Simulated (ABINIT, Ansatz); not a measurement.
# Li3SeF (Pm-3m): zone-centre phonons

Wanted: the vibrations of Li3SeF (Pm-3m) at Γ, by two programs.

Calculated with ABINIT 10.8.3; DFT PBEsol, scalar-relativistic, plane waves, PseudoDojo norm-conserving pseudopotentials.

The structure was built from a prototype and need not be the compound's stable phase.

## 1. Set-up

The structure is cubic, space group Pm-3m (No. 221). Conventional cell: a = 4.684 Å, b = 4.684 Å, c = 4.684 Å, α = 90.00°, β = 90.00°, γ = 90.00°. Nearest to F lie 12 Li at 3.31 Å. Nearest to Se lie 6 Li at 2.34 Å. Li has 2 Se at 2.34 Å nearest. Farther neighbours and most contacts between anions are not listed.

Coordinates:

```cif
data_structure
_symmetry_space_group_name_H-M 'P 1'
_symmetry_Int_Tables_number 1
_cell_length_a 4.6844
_cell_length_b 4.6844
_cell_length_c 4.6844
_cell_angle_alpha 90.000
_cell_angle_beta 90.000
_cell_angle_gamma 90.000
_cell_volume 102.80
loop_
_atom_site_label
_atom_site_type_symbol
_atom_site_fract_x
_atom_site_fract_y
_atom_site_fract_z
_atom_site_occupancy
F1 F 0.00000 0.00000 0.00000 1
Se2 Se 0.50000 0.50000 0.50000 1
Li3 Li 0.50000 0.50000 0.00000 1
Li4 Li 0.50000 0.00000 0.50000 1
Li5 Li 0.00000 0.50000 0.50000 1
```

## 2. Relaxation

The harmonic expansion needs vanishing forces, and a free crystal bears no stress, so cell and atoms are brought to rest. Stress is more sensitive to the basis than forces are: the last 3 Ha under the cutoff are smoothed with ecutsm, and the cutoff is raised above that of the later runs.

The starting cell comes from a relaxation made beforehand in Ansatz (PBEsol, PseudoDojo NC).

Contents of relax.abi:

```
# relaxation
ionmov 2
optcell 2
dilatmx 1.08
ntime 40
tolmxf 1.0d-05
tolvrs 1.0d-14
prtwf 0
prtden 0
chksymtnons 0

# basis, mesh and filling
ecut 48.0
ecutsm 3.0
ngkpt 4 4 4
nshiftk 1
shiftk 0.0 0.0 0.0
istwfk *1
occopt 1
nband 16
nstep 100
diemac 9.0
prtebands 0
prtgsr 0
useylm 1

# cell and atoms
acell 3*1.0 Angstrom
rprim 
    4.684437125 0.0 0.0
    0.0 4.684437125 0.0
    0.0 0.0 4.684437125
ntypat 3
znucl 9 34 3
natom 5
typat 1 2 3 3 3
xred 
    0.0 0.0 0.0
    0.5 0.5 0.5
    0.5 0.5 0.0
    0.5 0.0 0.5
    0.0 0.5 0.5
pp_dirpath "./pseudo"
pseudos "F.upf, Se.upf, Li.upf"
```

Command:

```bash
$ OMP_NUM_THREADS=1 mpirun -n 4 abinit relax.abi > relax.log
```

Numbers of over 12 decimals in the logs are rounded to 6 here.

relax.abo, the main output file:

```text
[banners, grids, parts of the stress and lines that vanish by symmetry left out]
- input  file    -> relax.abi
- output file    -> relax.abo
- root for input  files -> relaxi
[...]
Symmetries : space group Pm -3 m (#221); Bravais cP (primitive cubic)
[...]
mpw =       13949          nfft =      216000          nkpt =          10
[...]
== DATASET  1 ==================================================================
[...]
cutoff_energies: {ecut:  48.0, pawecutdg:  -1.0, }
[...]
ETOT  1  -160.94590877202    -1.609E+02 2.241E+00 1.707E+04
 ETOT  2  -165.17393732754    -4.228E+00 1.253E-01 2.181E+04
 ETOT  3  -166.84229104094    -1.668E+00 7.893E-03 5.943E+03
 ETOT  4  -167.01332112459    -1.710E-01 4.094E-04 3.647E+03
 ETOT  5  -167.14544027898    -1.321E-01 2.141E-04 1.761E+03
[...]
ETOT 24  -167.28879702807     2.285E-11 3.127E-18 2.754E-14
 ETOT 25  -167.28879702808    -1.711E-11 1.209E-19 1.901E-15
 At SCF step   25       vres2   =  1.90E-15 < tolvrs=  1.00E-14 =>converged.
[...]
sigma(1 1)= -8.76820679E-08  sigma(3 2)=  0.00000000E+00
  sigma(2 2)= -8.76820679E-08  sigma(3 1)=  0.00000000E+00
  sigma(3 3)= -8.76820679E-08  sigma(2 1)=  0.00000000E+00
[...]
convergence: {deltae: -1.711E-11, res2:  1.901E-15, residm:  1.209E-19, diffor: null, }
etotal    :  -1.67288797E+02
[...]
At Broyd/MD step   1, gradients are converged :
[...]
sigma(1 1)= -8.76820679E-08  sigma(3 2)=  0.00000000E+00
  sigma(2 2)= -8.76820679E-08  sigma(3 1)=  0.00000000E+00
  sigma(3 3)= -8.76820679E-08  sigma(2 1)=  0.00000000E+00
[...]
- sigma(1 1)= -2.57969550E-03  sigma(3 2)=  0.00000000E+00
- sigma(2 2)= -2.57969550E-03  sigma(3 1)=  0.00000000E+00
- sigma(3 3)= -2.57969550E-03  sigma(2 1)=  0.00000000E+00
[...]
fcart     -0.0000000000E+00 -0.0000000000E+00 -0.0000000000E+00
           strten     -8.7682067912E-08 -8.7682067910E-08 -8.7682067910E-08
================================================================================

[key lines of the parts left out:]
pressure_GPa:   2.5797E-03
Total energy (etotal) [Ha]= -1.67288797028083E+02
```

Wall time 49 s (4 MPI ranks of Arm Neoverse V1, shared host).

Little changed from the start: no atom moved by 0.005 Å and no cell edge by 0.1 %.

This step gave:

```yaml
volume_per_atom: 20.56 Å³
pressure: 0.002580 GPa
```

## 3. Ground state

The response is built on these wavefunctions, so the potential is converged far more tightly than an energy would need. The mesh is shifted off Γ, since shifted meshes converge sums over the zone faster.

Contents of gs.abi:

```
# ground state
tolvrs 1.0d-16
prtden 1
prtwf 1

# basis, mesh and filling
ecut 39.0
ngkpt 4 4 4
nshiftk 1
shiftk 0.5 0.5 0.5
istwfk *1
occopt 1
nband 16
nstep 100
diemac 9.0
prtebands 0
prtgsr 0
useylm 1

# cell and atoms
acell 3*1.0 Angstrom
rprim 
    4.684437128 0.0 0.0
    0.0 4.684437128 0.0
    0.0 0.0 4.684437128
ntypat 3
znucl 9 34 3
natom 5
typat 1 2 3 3 3
xred 
    0.0 0.0 0.0
    0.5 0.5 0.5
    0.5 0.5 0.0
    0.5 0.0 0.5
    0.0 0.5 0.5
pp_dirpath "./pseudo"
pseudos "F.upf, Se.upf, Li.upf"
```

Command:

```bash
$ OMP_NUM_THREADS=1 mpirun -n 4 abinit gs.abi > gs.log
```

gs.abo, the main output file:

```text
[banners, grids, parts of the stress and lines that vanish by symmetry left out]
- input  file    -> gs.abi
- output file    -> gs.abo
- root for input  files -> gsi
[...]
Symmetries : space group Pm -3 m (#221); Bravais cP (primitive cubic)
[...]
mpw =        8103          nfft =      125000          nkpt =           4
[...]
== DATASET  1 ==================================================================
[...]
cutoff_energies: {ecut:  39.0, pawecutdg:  -1.0, }
[...]
ETOT  1  -160.10860375867    -1.601E+02 1.800E+00 1.174E+04
 ETOT  2  -164.98037534194    -4.872E+00 1.438E-01 1.366E+04
 ETOT  3  -166.77886570681    -1.798E+00 4.004E-03 4.077E+03
 ETOT  4  -166.98331928141    -2.045E-01 3.137E-04 2.288E+03
 ETOT  5  -167.11530428729    -1.320E-01 1.612E-04 1.229E+03
[...]
ETOT 26  -167.28861036845    -1.054E-11 5.564E-19 1.337E-15
 ETOT 27  -167.28861036845    -3.809E-12 1.113E-20 2.213E-17
 At SCF step   27       vres2   =  2.21E-17 < tolvrs=  1.00E-16 =>converged.
[...]
sigma(1 1)=  6.14158724E-06  sigma(3 2)=  0.00000000E+00
  sigma(2 2)=  6.14158724E-06  sigma(3 1)=  0.00000000E+00
  sigma(3 3)=  6.14158724E-06  sigma(2 1)=  0.00000000E+00
[...]
convergence: {deltae: -3.809E-12, res2:  2.213E-17, residm:  1.113E-20, diffor: null, }
etotal    :  -1.67288610E+02
[...]
sigma(1 1)=  6.14158724E-06  sigma(3 2)=  0.00000000E+00
  sigma(2 2)=  6.14158724E-06  sigma(3 1)=  0.00000000E+00
  sigma(3 3)=  6.14158724E-06  sigma(2 1)=  0.00000000E+00
[...]
- sigma(1 1)=  1.80691735E-01  sigma(3 2)=  0.00000000E+00
- sigma(2 2)=  1.80691735E-01  sigma(3 1)=  0.00000000E+00
- sigma(3 3)=  1.80691735E-01  sigma(2 1)=  0.00000000E+00
[...]
fcart     -0.0000000000E+00 -0.0000000000E+00 -0.0000000000E+00
           strten      6.1415872356E-06  6.1415872356E-06  6.1415872356E-06
================================================================================

[key lines of the parts left out:]
pressure_GPa:  -1.8069E-01
```

It took 14 s on 4 MPI ranks.

This step gave:

* pressure: -0.1807 GPa

The cell stands at -0.18 GPa: the relaxation ran with a smoothed and higher cutoff and on another k mesh.

## 4. Empty bands

Empty bands on the ground state's density check that the gap assumed so far is there in this cell.

Contents of gap.abi:

```
# empty bands on the ground state's density
iscf -2
getden_filepath "gso_DEN"
tolwfr 1.0d-12
nbdbuf 2
prtwf 0

# basis, mesh and filling
ecut 39.0
ngkpt 4 4 4
nshiftk 1
shiftk 0.0 0.0 0.0
istwfk *1
occopt 1
nband 20
nstep 100
diemac 9.0
prtebands 0
prtgsr 0
useylm 1

# cell and atoms
acell 3*1.0 Angstrom
rprim 
    4.684437128 0.0 0.0
    0.0 4.684437128 0.0
    0.0 0.0 4.684437128
ntypat 3
znucl 9 34 3
natom 5
typat 1 2 3 3 3
xred 
    0.0 0.0 0.0
    0.5 0.5 0.5
    0.5 0.5 0.0
    0.5 0.0 0.5
    0.0 0.5 0.5
pp_dirpath "./pseudo"
pseudos "F.upf, Se.upf, Li.upf"
```

Command:

```bash
$ OMP_NUM_THREADS=1 mpirun -n 4 abinit gap.abi > gap.log
```

gap.abo, the main output file:

```text
[banners, grids, parts of the stress and lines that vanish by symmetry left out]
- input  file    -> gap.abi
- output file    -> gap.abo
- root for input  files -> gapi
[...]
Symmetries : space group Pm -3 m (#221); Bravais cP (primitive cubic)
[...]
mpw =        8144          nfft =      125000          nkpt =          10
[...]
== DATASET  1 ==================================================================
[...]
cutoff_energies: {ecut:  39.0, pawecutdg:  -1.0, }
[...]
-outvars: echo values of variables after computation
            acell      1.8897261259E+00  1.8897261259E+00  1.8897261259E+00 Bohr
================================================================================
```

Elapsed: 14 s, on 4 MPI ranks; 56 s of CPU time.

This step gave:

- gap on the k-mesh: 3.406 eV

In this cell the gap on the mesh is 3.4 eV, indirect (smallest direct 3.5 eV), so fixed occupations hold.

## 5. Linear response at Γ

The derivative of the wavefunctions by k comes first, since the response to a field is built on it; then the field and the displacements that symmetry doesn't supply are solved at q = 0.

It reads the wavefunctions written in step 3.

Contents of dfpt_gamma.abi:

```
ndtset 2

# common to the responses
getwfk_filepath "gso_WFK"
kptopt 2
nqpt 1
qpt 0.0 0.0 0.0
asr 0
chneut 0

# d/dk
rfelfd1 2
rfdir1 1 1 1
iscf1 -3
tolwfr1 1.0d-20

# displacements, field
rfphon2 1
rfatpol2 1 5
rfdir2 1 1 1
rfelfd2 3
getddk2 1
tolvrs2 1.0d-10
prtwf2 0

# basis, mesh and filling
ecut 39.0
ngkpt 4 4 4
nshiftk 1
shiftk 0.5 0.5 0.5
istwfk *1
occopt 1
nband 16
nstep 100
diemac 9.0
prtebands 0
prtgsr 0
useylm 1

# cell and atoms
acell 3*1.0 Angstrom
rprim 
    4.684437128 0.0 0.0
    0.0 4.684437128 0.0
    0.0 0.0 4.684437128
ntypat 3
znucl 9 34 3
natom 5
typat 1 2 3 3 3
xred 
    0.0 0.0 0.0
    0.5 0.5 0.5
    0.5 0.5 0.0
    0.5 0.0 0.5
    0.0 0.5 0.5
pp_dirpath "./pseudo"
pseudos "F.upf, Se.upf, Li.upf"
```

Command:

```bash
$ OMP_NUM_THREADS=1 mpirun -n 4 abinit dfpt_gamma.abi > dfpt_gamma.log
```

dfpt_gamma.abo, the main output file:

```text
[banners, grids, parts of the stress and lines that vanish by symmetry left out]
- input  file    -> dfpt_gamma.abi
- output file    -> dfpt_gamma.abo
- root for input  files -> dfpt_gammai
[...]
DATASET    1 : space group Pm -3 m (#221); Bravais cP (primitive cubic)
[...]
nfft =      125000          nkpt =          32
[...]
DATASET    2 : space group Pm -3 m (#221); Bravais cP (primitive cubic)
[...]
nfft =      125000          nkpt =          32
[...]
== DATASET  1 ==================================================================
[...]
cutoff_energies: {ecut:  39.0, pawecutdg:  -1.0, }
[...]
-  3.00000   3.00000  180301                  znucl, zion, pspdat
[...]
Perturbation : derivative vs k along direction   1
[...]
-ETOT  1  -29.173492926712     -2.917E+01 6.794E-02 0.000E+00
 ETOT  2  -29.277400336706     -1.039E-01 5.819E-03 0.000E+00
 ETOT  3  -29.281136828416     -3.736E-03 2.532E-04 0.000E+00
 ETOT  4  -29.281359351237     -2.225E-04 2.596E-05 0.000E+00
 ETOT  5  -29.281374359477     -1.501E-05 1.545E-06 0.000E+00
[...]
At SCF step   19   max residual=  9.91E-21 < tolwfr=  1.00E-20 =>converged.
[...]
Perturbation : derivative vs k along direction   2
[...]
-ETOT  1  -29.172079550601     -2.917E+01 6.642E-02 0.000E+00
[...]
At SCF step   19   max residual=  9.91E-21 < tolwfr=  1.00E-20 =>converged.
[...]
Perturbation : derivative vs k along direction   3
[...]
-ETOT  1  -29.173492848621     -2.917E+01 6.794E-02 0.000E+00
[...]
At SCF step   19   max residual=  9.91E-21 < tolwfr=  1.00E-20 =>converged.
[...]
1        1       0.6338570345   -0.0000000000
     1        2       0.0000000000    0.0000000000
     1        3       0.0000000000    0.0000000000
     2        1       0.0000000000    0.0000000000
     2        2       0.6338570345    0.0000000000
     2        3       0.0000000000    0.0000000000
     3        1       0.0000000000    0.0000000000
     3        2       0.0000000000    0.0000000000
     3        3       0.6338570345    0.0000000000
[...]
== DATASET  2 ==================================================================
[...]
cutoff_energies: {ecut:  39.0, pawecutdg:  -1.0, }
[...]
Perturbation : displacement of atom   1   along direction   1
[...]
-ETOT  1   3.127521     -7.490E+03 9.979E+00 2.565E+03
[...]
At SCF step   12       vres2   =  5.69E-11 < tolvrs=  1.00E-10 =>converged.
[...]
Perturbation : displacement of atom   2   along direction   1
[...]
-ETOT  1   19.862845815481     -7.567E+04 1.160E+02 7.156E+03
[...]
At SCF step   12       vres2   =  2.56E-11 < tolvrs=  1.00E-10 =>converged.
[...]
Perturbation : displacement of atom   3   along direction   1
[...]
-ETOT  1  0.301038     -2.726E+03 2.623E+01 1.013E+03
[...]
At SCF step   14       vres2   =  7.53E-12 < tolvrs=  1.00E-10 =>converged.
[...]
Perturbation : displacement of atom   3   along direction   3
[...]
-ETOT  1   7.891194     -2.707E+03 2.441E+01 3.331E+03
[...]
At SCF step   11       vres2   =  4.12E-11 < tolvrs=  1.00E-10 =>converged.
[...]
Perturbation : homogeneous electric field along direction   1
[...]
-ETOT  1  -38.444912450779     -3.844E+01 5.526E-01 4.945E+04
[...]
ETOT 11  -48.197448944936     -3.574E-11 3.429E-12 1.046E-09
 ETOT 12  -48.197448944938     -1.720E-12 4.639E-13 5.777E-11
 At SCF step   12       vres2   =  5.78E-11 < tolvrs=  1.00E-10 =>converged.
[...]
Dielectric tensor, in cartesian coordinates,
[...]
1    7   1    7         2.7330771386        -0.0000000000
   1    7   2    7        -0.0000000000        -0.0000000000
   1    7   3    7        -0.0000000000        -0.0000000000
   2    7   1    7        -0.0000000000        -0.0000000000
   2    7   2    7         2.7330771386        -0.0000000000
   2    7   3    7        -0.0000000000        -0.0000000000
   3    7   1    7        -0.0000000000        -0.0000000000
   3    7   2    7        -0.0000000000        -0.0000000000
   3    7   3    7         2.7330771386        -0.0000000000
  Effective charges, in cartesian coordinates,
[...]
1    1   1    7        -1.4235967979         0.0000000000
   2    1   1    7         0.0000000000         0.0000000000
   3    1   1    7         0.0000000000         0.0000000000
   1    2   1    7        -1.3597399883         0.0000000000
   2    2   1    7         0.0000000000         0.0000000000
[...]
Effective charges, in cartesian coordinates,
[...]
2    7   1    5         0.0000000000         0.0000000000
   3    7   1    5         0.0000000000         0.0000000000
   1    7   2    5         0.0000000000         0.0000000000
   2    7   2    5         0.7454628686         0.0000000000
   3    7   2    5         0.0000000000         0.0000000000
   1    7   3    5         0.0000000000         0.0000000000
   2    7   3    5         0.0000000000         0.0000000000
   3    7   3    5         0.7454628686         0.0000000000
  Phonon wavevector (reduced coordinates) :  0.00000  0.00000  0.00000
 Phonon energies in Hartree :
[...]
Phonon frequencies in cm-1    :
- -2.070475E+02 -2.070475E+02 -2.070475E+02 -1.710133E+02 -1.710133E+02
- -1.710133E+02  4.106662E+00  4.106662E+00  4.106662E+00  1.292524E+02
-  1.292524E+02  1.292524E+02  5.847312E+02  5.847312E+02  5.847312E+02
  Phonon at Gamma, with non-analyticity in the
[...]
Phonon energies in Hartree :
[...]
Phonon frequencies in cm-1    :
- -2.070475E+02 -2.070475E+02 -1.710133E+02 -1.710133E+02 -1.710133E+02
-  4.066320E+00  4.106662E+00  4.106662E+00  3.012618E+01  1.292524E+02
-  1.292524E+02  1.312468E+02  5.847312E+02  5.847312E+02  6.250506E+02
  Phonon at Gamma, with non-analyticity in the
[...]
Phonon energies in Hartree :
[...]
Phonon frequencies in cm-1    :
- -2.070475E+02 -2.070475E+02 -1.710133E+02 -1.710133E+02 -1.710133E+02
-  4.066320E+00  4.106662E+00  4.106662E+00  3.012618E+01  1.292524E+02
-  1.292524E+02  1.312468E+02  5.847312E+02  5.847312E+02  6.250506E+02
  Phonon at Gamma, with non-analyticity in the
[...]
Phonon energies in Hartree :
[...]
Phonon frequencies in cm-1    :
- -2.070475E+02 -2.070475E+02 -1.710133E+02 -1.710133E+02 -1.710133E+02
-  4.066320E+00  4.106662E+00  4.106662E+00  3.012618E+01  1.292524E+02
-  1.292524E+02  1.312468E+02  5.847312E+02  5.847312E+02  6.250506E+02
[...]
fcart2     0.0000000000E+00  0.0000000000E+00  0.0000000000E+00
           strten2     0.0000000000E+00  0.0000000000E+00  0.0000000000E+00
================================================================================
```

Elapsed: 3.6 min, on 4 MPI ranks.

Numbers from this step:

* miss of the charge sum rule: 0.001464 e
* largest acoustic frequency at the zone centre before the sum rule: 4.11 cm⁻¹
* highest optical zone-centre mode (no LO-TO term): 584.7 cm⁻¹
* lowest optical zone-centre mode: -207.1 cm⁻¹
* mean high-frequency dielectric constant: 2.733
* largest Born charge in size (third of the trace): 1.424 e

Born charge (rows field, columns displacement), before the sum rule (e), principal values of the symmetric part by kind of site:

| atom | atoms with these values | low | middle | high | mean |
| --- | --- | --- | --- | --- | --- |
| F1 | 1 | -1.42 | -1.42 | -1.42 | -1.42 |
| Se2 | 1 | -1.36 | -1.36 | -1.36 | -1.36 |
| Li3 | 3 | 0.75 | 0.75 | 1.29 | 0.93 |

In full for Li3:

```
0.75 0.00 0.00
0.00 0.75 0.00
0.00 0.00 1.29
```

High-frequency dielectric tensor:

```
2.73 0.00 0.00
0.00 2.73 0.00
0.00 0.00 2.73
```

The acoustic modes at Γ come out as far as 4.1 cm⁻¹ from zero, where they should vanish, a small numerical error; the Born charges miss their sum rule by 0.0015 e, which is good. The lowest optical mode is imaginary, 207i cm⁻¹, an instability at this level and on this k mesh.

[end of part 1 of 2]

[Host names and launcher messages were left out of these logs when they were recorded.]

[Logs are printed without paths, hosts, clocks, repeated set-up lines and the standing remarks that a program may print on its own settings, such as how far it seeks lower states.]

[Hosts, paths, dates, database ids (printed as entryN), source tags and the programs' standing remarks are cut or masked in the printed files.]
